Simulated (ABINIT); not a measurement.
# SrCl2 (Fm-3m): G0W0 with ABINIT, start to end

How does a plane-wave GW calculation on SrCl2 (Fm-3m) run from the first input to the gap?

Calculated with ABINIT 10.8.3; PBE and many-body steps on it, plane waves.

## (1) Starting point

Symmetry: Fm-3m, No. 225, cubic system. The conventional cell has a = 6.977 Å, b = 6.977 Å, c = 6.977 Å, α = 90.00°, β = 90.00°, γ = 90.00°. Sr has 8 Cl at 3.02 Å nearest. Cl has 4 Sr at 3.02 Å nearest. Farther neighbours and most contacts between anions are not listed.

The cell and positions come from the Crystallography Open Database and are kept as given unless a step says otherwise.

## (2) Ground state

This step: ABINIT 10.8.3; DFT, PBE, plane waves, norm-conserving pseudopotentials.

The ground-state density comes first.

The input, run.abi:

```
acell 3*1.0 Angstrom
rprim 
  -0.000000000000 3.488350000000 3.488350000000
  3.488350000000 -0.000000000000 3.488350000000
  3.488350000000 3.488350000000 -0.000000000000
ntypat 2
znucl 38 17
natom 3
typat 1 2 2
xred 
  0.000000000000 0.000000000000 0.000000000000
  0.250000000000 0.250000000000 0.250000000000
  0.750000000000 0.750000000000 0.750000000000
pp_dirpath "pseudos"
pseudos "Sr.upf, Cl.upf"
ecut 28
ngkpt 6 6 6
nshiftk 1
shiftk 0 0 0
kptopt 1
chksymbreak 0
nband 17
occopt 1
tolvrs 1e-10
nstep 60
prtwf 0
optforces 0
optstress 0
indata_prefix "in"
outdata_prefix "out"
tmpdata_prefix "tmp"
```

Run with:

```
> OMP_NUM_THREADS=1 mpirun -n 4 abinit run.abi > log
```

Numbers of over 12 decimals in the logs are rounded to 6 here.

Log:

```text
.Version 10.8.3 of ABINIT. v10.8.2 released Aug 2026.

 Symmetries : space group Fm -3 m (#225); Bravais cF (face-center cubic)
================================================================================
 Values of the parameters that define the memory need of the present run
     intxc =       0    ionmov =       0      iscf =       7    lmnmax =       6
     lnmax =       6     mgfft =      48  mpssoang =       3    mqgrid =    3001
     natom =       3  nloc_mem =       1    nspden =       1   nspinor =       1
    nsppol =       1      nsym =      48    n1xccc =    2501    ntypat =       2
    occopt =       1   xclevel =       2
-    mband =          17        mffmem =           1         mkmem =           4
       mpw =        4087          nfft =      110592          nkpt =          16
================================================================================
  Rough estimation (10% accuracy) of disk space for files :
================================================================================

--------------------------------------------------------------------------------
------------- Echo of variables that govern the present computation ------------
--------------------------------------------------------------------------------
 -outvars: echo values of preprocessed input variables --------
            acell      1.8897261259E+00  1.8897261259E+00  1.8897261259E+00 Bohr

      chksymbreak           0
             ecut      2.80000000E+01 Hartree
-          fftalg         312

              ixc     -101130
              kpt      0.00000000E+00  0.00000000E+00  0.00000000E+00
                       1.66666667E-01  0.00000000E+00  0.00000000E+00
                       3.33333333E-01  0.00000000E+00  0.00000000E+00
                       5.00000000E-01  0.00000000E+00  0.00000000E+00
                       1.66666667E-01  1.66666667E-01  0.00000000E+00
                       3.33333333E-01  1.66666667E-01  0.00000000E+00
                       5.00000000E-01  1.66666667E-01  0.00000000E+00
                      -3.33333333E-01  1.66666667E-01  0.00000000E+00
                      -1.66666667E-01  1.66666667E-01  0.00000000E+00
   [... 5 further rows ...]
                      -3.33333333E-01  3.33333333E-01  1.66666667E-01
                      -3.33333333E-01  5.00000000E-01  1.66666667E-01
         kptrlatt        6    0    0      0    6    0      0    0    6
          kptrlen      5.59351966E+01
P           mkmem           4
            natom           3
            nband          17
            ngfft          48      48      48
             nkpt          16
            nstep          60
             nsym          48
           ntypat           2
              occ      2.000000  2.000000  2.000000  2.000000  2.000000  2.000000
                       2.000000  2.000000  2.000000  2.000000  2.000000  2.000000
                       0.000000  0.000000  0.000000  0.000000  0.000000
        optforces           0
        optstress           0
            prtwf           0
            rprim     -0.0000000000E+00  3.4883500000E+00  3.4883500000E+00
[...]
spgroup         225

           tolvrs      1.00000000E-10

             xred      0.0000000000E+00  0.0000000000E+00  0.0000000000E+00
[...]
znucl       38.00000   17.00000

================================================================================

 chkinp: Checking input parameters for consistency.

================================================================================
== DATASET  1 ==================================================================
-   mpi_nproc: 4, omp_nthreads: 1 (-1 if OMP is not activated)

--- !DatasetInfo
iteration_state: {dtset: 1, }
dimensions: {natom: 3, nkpt: 16, mband: 17, nsppol: 1, nspinor: 1, nspden: 1, mpw: 4087, }
cutoff_energies: {ecut:  28.0, pawecutdg:  -1.0, }
electrons: {nelect:   2.40000000E+01, charge:   0.00000000E+00, occopt:   1.00000000E+00, tsmear:   1.00000000E-02, }

 Real(R)+Recip(G) space primitive vectors, cartesian coordinates (Bohr,Bohr^-1):
 R(1)=  0.0000000  6.5920261  6.5920261  G(1)= -0.0758492  0.0758492  0.0758492
 R(2)=  6.5920261  0.0000000  6.5920261  G(2)=  0.0758492 -0.0758492  0.0758492
 R(3)=  6.5920261  6.5920261  0.0000000  G(3)=  0.0758492  0.0758492 -0.0758492
 Unit cell volume ucvol=  5.7291047E+02 bohr^3
 Angles (23,13,12)=  6.00000000E+01  6.00000000E+01  6.00000000E+01 degrees

 getcut: wavevector=  0.0000  0.0000  0.0000  ngfft=  48  48  48
         ecut(hartree)=     28.000   => boxcut(ratio)=   2.16154

--- Pseudopotential description ------------------------------------------------
- Sr Generated using ONCVPSP code by D. R. Hamann
- 38.00000  10.00000  171031                  znucl, zion, pspdat
12 -101130 2 -1 1834                          pspcod,pspxc,lmax,lloc,mmax
     nproj     2     2     2
  pspatm : epsatm=   12.84204793
         --- l  ekb(1:nproj) -->
[...]
pspatm: atomic psp has been read  and splines computed

- Cl Generated using ONCVPSP code by D. R. Hamann
- 17.00000   7.00000  171031                  znucl, zion, pspdat
12 -101130 2 -1 1028                          pspcod,pspxc,lmax,lloc,mmax
     nproj     2     2     2
  pspatm : epsatm=    9.12776517
         --- l  ekb(1:nproj) -->
[...]
pspatm: atomic psp has been read  and splines computed

   7.46341878E+02                                ecore*ucvol(ha*bohr**3)
--------------------------------------------------------------------------------

_setup2: Arith. and geom. avg. npw (full set) are    4056.921    4056.900

================================================================================

--- !BeginCycle
iteration_state: {dtset: 1, }
solver: {iscf: 7, nstep: 60, nline: 4, wfoptalg: 0, }
tolerances: {tolvrs: 1.00E-10, }

     iter   Etot(hartree)      deltaE(h)  residm     vres2
 ETOT  1  -67.274732836100    -6.727E+01 3.901E-02 1.042E+02
 ETOT  2  -67.304465238044    -2.973E-02 5.773E-03 1.264E+01
 ETOT  3  -67.306500165250    -2.035E-03 2.280E-03 5.185E-01
 ETOT  4  -67.306519931807    -1.977E-05 1.361E-03 6.038E-02
 ETOT  5  -67.306521191947    -1.260E-06 3.411E-03 4.551E-03
 ETOT  6  -67.306521315693    -1.237E-07 5.230E-04 1.119E-04
 ETOT  7  -67.306521320028    -4.335E-09 4.380E-04 7.238E-07
 ETOT  8  -67.306521320070    -4.231E-11 1.900E-04 1.666E-08
 ETOT  9  -67.306521320069     1.634E-12 8.692E-05 1.686E-10
 ETOT 10  -67.306521320070    -1.535E-12 6.303E-05 1.799E-12

 At SCF step   10       vres2   =  1.80E-12 < tolvrs=  1.00E-10 =>converged.

--- !ResultsGS
iteration_state: {dtset: 1, }
comment   : Summary of ground state results
lattice_vectors:
- [ -0.0000000,   6.5920261,   6.5920261, ]
- [  6.5920261,  -0.0000000,   6.5920261, ]
- [  6.5920261,   6.5920261,  -0.0000000, ]
lattice_lengths: [   9.32253,    9.32253,    9.32253, ]
lattice_angles: [ 60.000,  60.000,  60.000, ] # degrees, (23, 13, 12)
lattice_volume:   5.7291047E+02
convergence: {deltae: -1.535E-12, res2:  1.799E-12, residm:  6.303E-05, diffor:  0.000E+00, }
etotal    :  -6.73065213E+01
entropy   :   0.00000000E+00
fermie    :   6.12810147E-02
cartesian_stress_tensor: null
pressure_GPa: null
xred      :
- [  0.0000E+00,   0.0000E+00,   0.0000E+00, Sr]
- [  2.5000E-01,   2.5000E-01,   2.5000E-01, Cl]
- [  7.5000E-01,   7.5000E-01,   7.5000E-01, Cl]
cartesian_forces: null
force_length_stats: {min: null, max: null, mean: null, }

 Integrated electronic density in atomic spheres:
 ------------------------------------------------
 Atom  Sphere_radius  Integrated_density
[...]
2        2.00000          5.12424954
    3        2.00000          5.12424954
================================================================================

 ----iterations are completed or convergence reached----

 Mean square residual over all n,k,spin=   59.474E-08; max=  63.027E-06
 reduced coordinates (array xred) for    3 atoms
       0.000000000000      0.000000000000      0.000000000000
       0.250000000000      0.250000000000      0.250000000000
       0.750000000000      0.750000000000      0.750000000000
 rms dE/dt=  0.0000E+00; max dE/dt=  0.0000E+00; dE/dt below (all hartree)
    1       0.000000000000      0.000000000000      0.000000000000
    2       0.000000000000      0.000000000000      0.000000000000
    3       0.000000000000      0.000000000000      0.000000000000

 cartesian coordinates (angstrom) at end:
    1      0.000000     0.000000     0.000000
    2      1.744175     1.744175     1.744175
    3      5.232525     5.232525     5.232525
 length scales=  1.889726125908  1.889726125908  1.889726125908 bohr
              =  1.000000000000  1.000000000000  1.000000000000 angstroms
 prteigrs : about to open file out_EIG
 Fermi (or HOMO) energy (hartree) =   0.06128   Average Vxc (hartree)=  -0.31029
 Eigenvalues (hartree) for nkpt=  16  k points:
 kpt#   1, nband= 17, wtk=  0.00463, kpt=  0.0000  0.0000  0.0000 (reduced coord)
  -1.14545   -0.48351   -0.48351   -0.48351   -0.42746   -0.39632   -0.01649   -0.01649
  -0.01649    0.04900    0.04900    0.04900    0.25763    0.28575    0.28575    0.39110
   0.39111
 prteigrs : prtvol=0 or 1, do not print more k-points.

--- !EnergyTerms
iteration_state     : {dtset: 1, }
comment             : Components of total free energy in Hartree
kinetic             :  2.03871203322829E+01
hartree             :  1.16834237510161E+01
xc                  : -1.74262113319001E+01
Ewald energy        : -4.69938437862011E+01
psp_core            :  1.30271992188222E+00
local_psp           : -4.57380997932165E+01
non_local_psp       :  9.47836958606614E+00
total_energy        : -6.73065213200703E+01
total_energy_eV     : -1.83150374851379E+03
band_energy         : -6.66586340283659E+00

== END DATASET(S) ==============================================================
================================================================================

 -outvars: echo values of variables after computation  --------
           etotal     -6.7306521320E+01
            nband          17
             nkpt          16
          spgroup         225
 [... the other variables as echoed above ...]

 Calculation completed.
```

The job ended after 10 s (4 MPI ranks of Arm Neoverse V2, shared host; peak memory 0.35 GiB).

Numbers from this step:

```yaml
total_energy: -1831.5037 eV
gap: 5.343 eV
k_of_the_valence_top: 0.5, 0.5, 0
k_of_the_conduction_bottom: 0, 0, 0
least_direct_gap: 5.512 eV
```

The gap is indirect, with the least direct gap 0.17 eV higher.

## (3) Bands along the symmetry lines

Levels along a band path, at the cheap level, show where the edges lie and whether the meshes to come will hold them.

The input, run.abi:

```
acell 3*1.0 Angstrom
rprim 
  -0.000000000000 3.488350000000 3.488350000000
  3.488350000000 -0.000000000000 3.488350000000
  3.488350000000 3.488350000000 -0.000000000000
ntypat 2
znucl 38 17
natom 3
typat 1 2 2
xred 
  0.000000000000 0.000000000000 0.000000000000
  0.250000000000 0.250000000000 0.250000000000
  0.750000000000 0.750000000000 0.750000000000
pp_dirpath "pseudos"
pseudos "Sr.upf, Cl.upf"
ecut 28
iscf -2
irdden 1
kptopt 0
nkpt 50
kpt 
  0.00000000 0.00000000 0.00000000
  0.06250000 0.00000000 0.06250000
  0.12500000 0.00000000 0.12500000
  0.18750000 0.00000000 0.18750000
  0.25000000 0.00000000 0.25000000
  0.31250000 0.00000000 0.31250000
  0.37500000 0.00000000 0.37500000
  0.43750000 0.00000000 0.43750000
  0.50000000 0.00000000 0.50000000
  0.51562500 0.03125000 0.51562500
  0.53125000 0.06250000 0.53125000
  0.54687500 0.09375000 0.54687500
  0.56250000 0.12500000 0.56250000
  0.57812500 0.15625000 0.57812500
  0.59375000 0.18750000 0.59375000
  0.60937500 0.21875000 0.60937500
  0.62500000 0.25000000 0.62500000
  0.37500000 0.37500000 0.75000000
  0.32812500 0.32812500 0.65625000
  0.28125000 0.28125000 0.56250000
  0.23437500 0.23437500 0.46875000
  0.18750000 0.18750000 0.37500000
  0.14062500 0.14062500 0.28125000
  0.09375000 0.09375000 0.18750000
  0.04687500 0.04687500 0.09375000
  0.00000000 0.00000000 0.00000000
  0.06250000 0.06250000 0.06250000
  0.12500000 0.12500000 0.12500000
  0.18750000 0.18750000 0.18750000
  0.25000000 0.25000000 0.25000000
  0.31250000 0.31250000 0.31250000
  0.37500000 0.37500000 0.37500000
  0.43750000 0.43750000 0.43750000
  0.50000000 0.50000000 0.50000000
  0.50000000 0.46875000 0.53125000
  0.50000000 0.43750000 0.56250000
  0.50000000 0.40625000 0.59375000
  0.50000000 0.37500000 0.62500000
  0.50000000 0.34375000 0.65625000
  0.50000000 0.31250000 0.68750000
  0.50000000 0.28125000 0.71875000
  0.50000000 0.25000000 0.75000000
  0.50000000 0.21875000 0.71875000
  0.50000000 0.18750000 0.68750000
  0.50000000 0.15625000 0.65625000
  0.50000000 0.12500000 0.62500000
  0.50000000 0.09375000 0.59375000
  0.50000000 0.06250000 0.56250000
  0.50000000 0.03125000 0.53125000
  0.50000000 0.00000000 0.50000000
istwfk *1
nband 19
nbdbuf 2
tolwfr 1e-08
nstep 40
prtwf 0
prtvol 0
indata_prefix "in"
outdata_prefix "out"
tmpdata_prefix "tmp"
```

Log:

```text
.Version 10.8.3 of ABINIT. v10.8.2 released Aug 2026.

 Symmetries : space group Fm -3 m (#225); Bravais cF (face-center cubic)
[... echo of the input left out ...]
== DATASET  1 ==================================================================
-   mpi_nproc: 4, omp_nthreads: 1 (-1 if OMP is not activated)

--- !DatasetInfo
iteration_state: {dtset: 1, }
dimensions: {natom: 3, nkpt: 50, mband: 19, nsppol: 1, nspinor: 1, nspden: 1, mpw: 4088, }
cutoff_energies: {ecut:  28.0, pawecutdg:  -1.0, }
electrons: {nelect:   2.40000000E+01, charge:   0.00000000E+00, occopt:   1.00000000E+00, tsmear:   1.00000000E-02, }

 Real(R)+Recip(G) space primitive vectors, cartesian coordinates (Bohr,Bohr^-1):
 R(1)=  0.0000000  6.5920261  6.5920261  G(1)= -0.0758492  0.0758492  0.0758492
 R(2)=  6.5920261  0.0000000  6.5920261  G(2)=  0.0758492 -0.0758492  0.0758492
 R(3)=  6.5920261  6.5920261  0.0000000  G(3)=  0.0758492  0.0758492 -0.0758492
 Unit cell volume ucvol=  5.7291047E+02 bohr^3
 Angles (23,13,12)=  6.00000000E+01  6.00000000E+01  6.00000000E+01 degrees

 getcut: wavevector=  0.0000  0.0000  0.0000  ngfft=  48  48  48
         ecut(hartree)=     28.000   => boxcut(ratio)=   2.16154

--- Pseudopotential description ------------------------------------------------
- Sr Generated using ONCVPSP code by D. R. Hamann
- 38.00000  10.00000  171031                  znucl, zion, pspdat
12 -101130 2 -1 1834                          pspcod,pspxc,lmax,lloc,mmax
     nproj     2     2     2
  pspatm : epsatm=   12.84204793
         --- l  ekb(1:nproj) -->
             0    9.951127    1.027824
             1    7.382610    1.665143
             2    4.168853    0.950057
 pspatm: atomic psp has been read  and splines computed

- Cl Generated using ONCVPSP code by D. R. Hamann
- 17.00000   7.00000  171031                  znucl, zion, pspdat
12 -101130 2 -1 1028                          pspcod,pspxc,lmax,lloc,mmax
     nproj     2     2     2
  pspatm : epsatm=    9.12776517
         --- l  ekb(1:nproj) -->
[...]
pspatm: atomic psp has been read  and splines computed

--------------------------------------------------------------------------------

================================================================================
 prteigrs : about to open file out_EIG
 Non-SCF case, kpt    1 (  0.00000  0.00000  0.00000), residuals and eigenvalues=
  3.02E-09  1.38E-09  2.24E-09  4.09E-09  2.96E-09  7.20E-09  3.93E-09  4.65E-09
  7.03E-09  3.68E-09  5.10E-09  4.60E-09  7.50E-09  7.63E-09  8.44E-09  3.04E-09
[...]
-1.1454E+00 -4.8351E-01 -4.8351E-01 -4.8351E-01 -4.2746E-01 -3.9632E-01
 -1.6493E-02 -1.6493E-02 -1.6493E-02  4.9003E-02  4.9003E-02  4.9003E-02
  2.5763E-01  2.8575E-01  2.8575E-01  3.9110E-01  3.9110E-01  3.9110E-01
  4.0439E-01
 Non-SCF case, kpt    2 (  0.06250  0.00000  0.06250), residuals and eigenvalues=
  3.52E-09  2.57E-09  1.39E-09  3.44E-09  3.98E-09  3.94E-09  3.99E-09  6.65E-09
[...]
4.0269E-01
 Non-SCF case, kpt    3 (  0.12500  0.00000  0.12500), residuals and eigenvalues=
[...]
3.9719E-01
[...]
Non-SCF case, kpt   49 (  0.50000  0.03125  0.53125), residuals and eigenvalues=
[...]
4.2664E-01
 Non-SCF case, kpt   50 (  0.50000  0.00000  0.50000), residuals and eigenvalues=
[...]
-3.9631E-02 -7.4484E-03 -7.4484E-03  4.6723E-02  4.6723E-02  6.1281E-02
  2.6384E-01  3.2051E-01  3.4190E-01  3.5597E-01  3.5597E-01  3.7894E-01
  4.2819E-01

--- !ResultsGS
iteration_state: {dtset: 1, }
comment   : Summary of ground state results
lattice_vectors:
- [ -0.0000000,   6.5920261,   6.5920261, ]
- [  6.5920261,  -0.0000000,   6.5920261, ]
- [  6.5920261,   6.5920261,  -0.0000000, ]
lattice_lengths: [   9.32253,    9.32253,    9.32253, ]
lattice_angles: [ 60.000,  60.000,  60.000, ] # degrees, (23, 13, 12)
lattice_volume:   5.7291047E+02
convergence: {deltae:  0.000E+00, res2:  0.000E+00, residm:  9.997E-09, diffor:  0.000E+00, }
etotal    :  -6.73065213E+01
entropy   :   0.00000000E+00
fermie    :   6.12810147E-02
cartesian_stress_tensor: null
pressure_GPa: null
xred      :
- [  0.0000E+00,   0.0000E+00,   0.0000E+00, Sr]
- [  2.5000E-01,   2.5000E-01,   2.5000E-01, Cl]
- [  7.5000E-01,   7.5000E-01,   7.5000E-01, Cl]
cartesian_forces: null
force_length_stats: {min: null, max: null, mean: null, }

 Integrated electronic density in atomic spheres:
 ------------------------------------------------
 Atom  Sphere_radius  Integrated_density
[...]
================================================================================

 ----iterations are completed or convergence reached----

 Mean square residual over all n,k,spin=   53.254E-10; max=  99.974E-10
 reduced coordinates (array xred) for    3 atoms
[...]
cartesian coordinates (angstrom) at end:
    1      0.000000     0.000000     0.000000
    2      1.744175     1.744175     1.744175
    3      5.232525     5.232525     5.232525
 length scales=  1.889726125908  1.889726125908  1.889726125908 bohr
              =  1.000000000000  1.000000000000  1.000000000000 angstroms
 prteigrs : about to open file out_EIG
 Eigenvalues (hartree) for nkpt=  50  k points:
 kpt#   1, nband= 19, wtk=  1.00000, kpt=  0.0000  0.0000  0.0000 (reduced coord)
[...]
kpt#   2, nband= 19, wtk=  1.00000, kpt=  0.0625  0.0000  0.0625 (reduced coord)
[...]
kpt#   3, nband= 19, wtk=  1.00000, kpt=  0.1250  0.0000  0.1250 (reduced coord)
[...]
kpt#  49, nband= 19, wtk=  1.00000, kpt=  0.5000  0.0313  0.5313 (reduced coord)
[...]
0.35613    0.38222    0.42664
 kpt#  50, nband= 19, wtk=  1.00000, kpt=  0.5000  0.0000  0.5000 (reduced coord)
  -1.14529   -0.49651   -0.48474   -0.48474   -0.40740   -0.39933   -0.03963   -0.00745
  -0.00745    0.04672    0.04672    0.06128    0.26384    0.32051    0.34190    0.35597
   0.35597    0.37894    0.42819

== END DATASET(S) ==============================================================
================================================================================

 -outvars: echo values of variables after computation  --------
            nband          19
             nkpt          50
          spgroup         225
 [... the other variables as echoed above ...]

 Calculation completed.
```

Wall time 16 s (4 MPI ranks); peak memory 0.32 GiB.

This step gave:

* gap: 5.343 eV
* k of the valence top: 0.5, 0, 0.5
* k of the conduction bottom: 0, 0, 0
* least direct gap: 5.512 eV

The gap is 5.343 eV, as in the run before at this level.

The electronic bands at the labelled points (eV, zero at the top of the highest filled band):

```
    point  band 9  band 10  band 11  band 12  band 13  band 14  band 15  band 16
        Γ   -2.12    -0.33    -0.33    -0.33     5.34     6.11     6.11     8.97
  halfway   -1.72    -1.19    -0.33    -0.33     6.06     6.67     6.79     8.09
        X   -1.87    -0.40    -0.40     0.00     5.51     7.05     7.64     8.02
  halfway   -1.83    -0.48    -0.43    -0.03     5.65     7.07     7.55     7.75
        U   -1.71    -0.71    -0.53    -0.11     5.96     7.14     7.35     7.60
jump to K   -1.71    -0.71    -0.53    -0.11     5.96     7.14     7.35     7.60
  halfway   -1.43    -1.31    -0.96    -0.30     6.39     6.66     6.72     8.09
        Γ   -2.12    -0.33    -0.33    -0.33     5.34     6.11     6.11     8.97
  halfway   -1.75    -0.92    -0.64    -0.64     6.45     6.50     6.50     7.78
        L   -1.49    -1.31    -1.04    -1.04     6.73     6.73     7.53     7.85
  halfway   -1.39    -1.15    -0.55    -0.53     6.33     6.94     7.40     7.73
        W   -1.21    -1.21    -0.31    -0.10     6.24     7.02     7.23     7.23
  halfway   -1.69    -0.65    -0.36    -0.04     5.79     7.09     7.43     7.58
        X   -1.87    -0.40    -0.40     0.00     5.51     7.05     7.64     8.02
```

(Continued in part 2 of 2.)

[Paths, hosts, dates, memory and timing lines, banners, echoed tables and standing remarks are left out of the program output.]

[Logs are printed without paths, hosts, clocks, repeated set-up lines and the standing remarks that a program may print on its own settings, such as how far it seeks lower states.]

[Runs of the session that timed out or met a known fault of the program may be left out.]

[Hosts, paths, dates, database ids (printed as entryN), source tags and the programs' standing remarks are cut or masked in the printed files.]

[G0W0 gaps are taken among the corrected bands and points alone; a level outside them can change the order at an edge.]

[Where Ansatz stands beside ABINIT at settings called matched, ABINIT's density can come from a denser mesh and the files from another edition; pairs whose starting gaps differed by over 0.03 eV were left out, so agreement reads better than it is.]
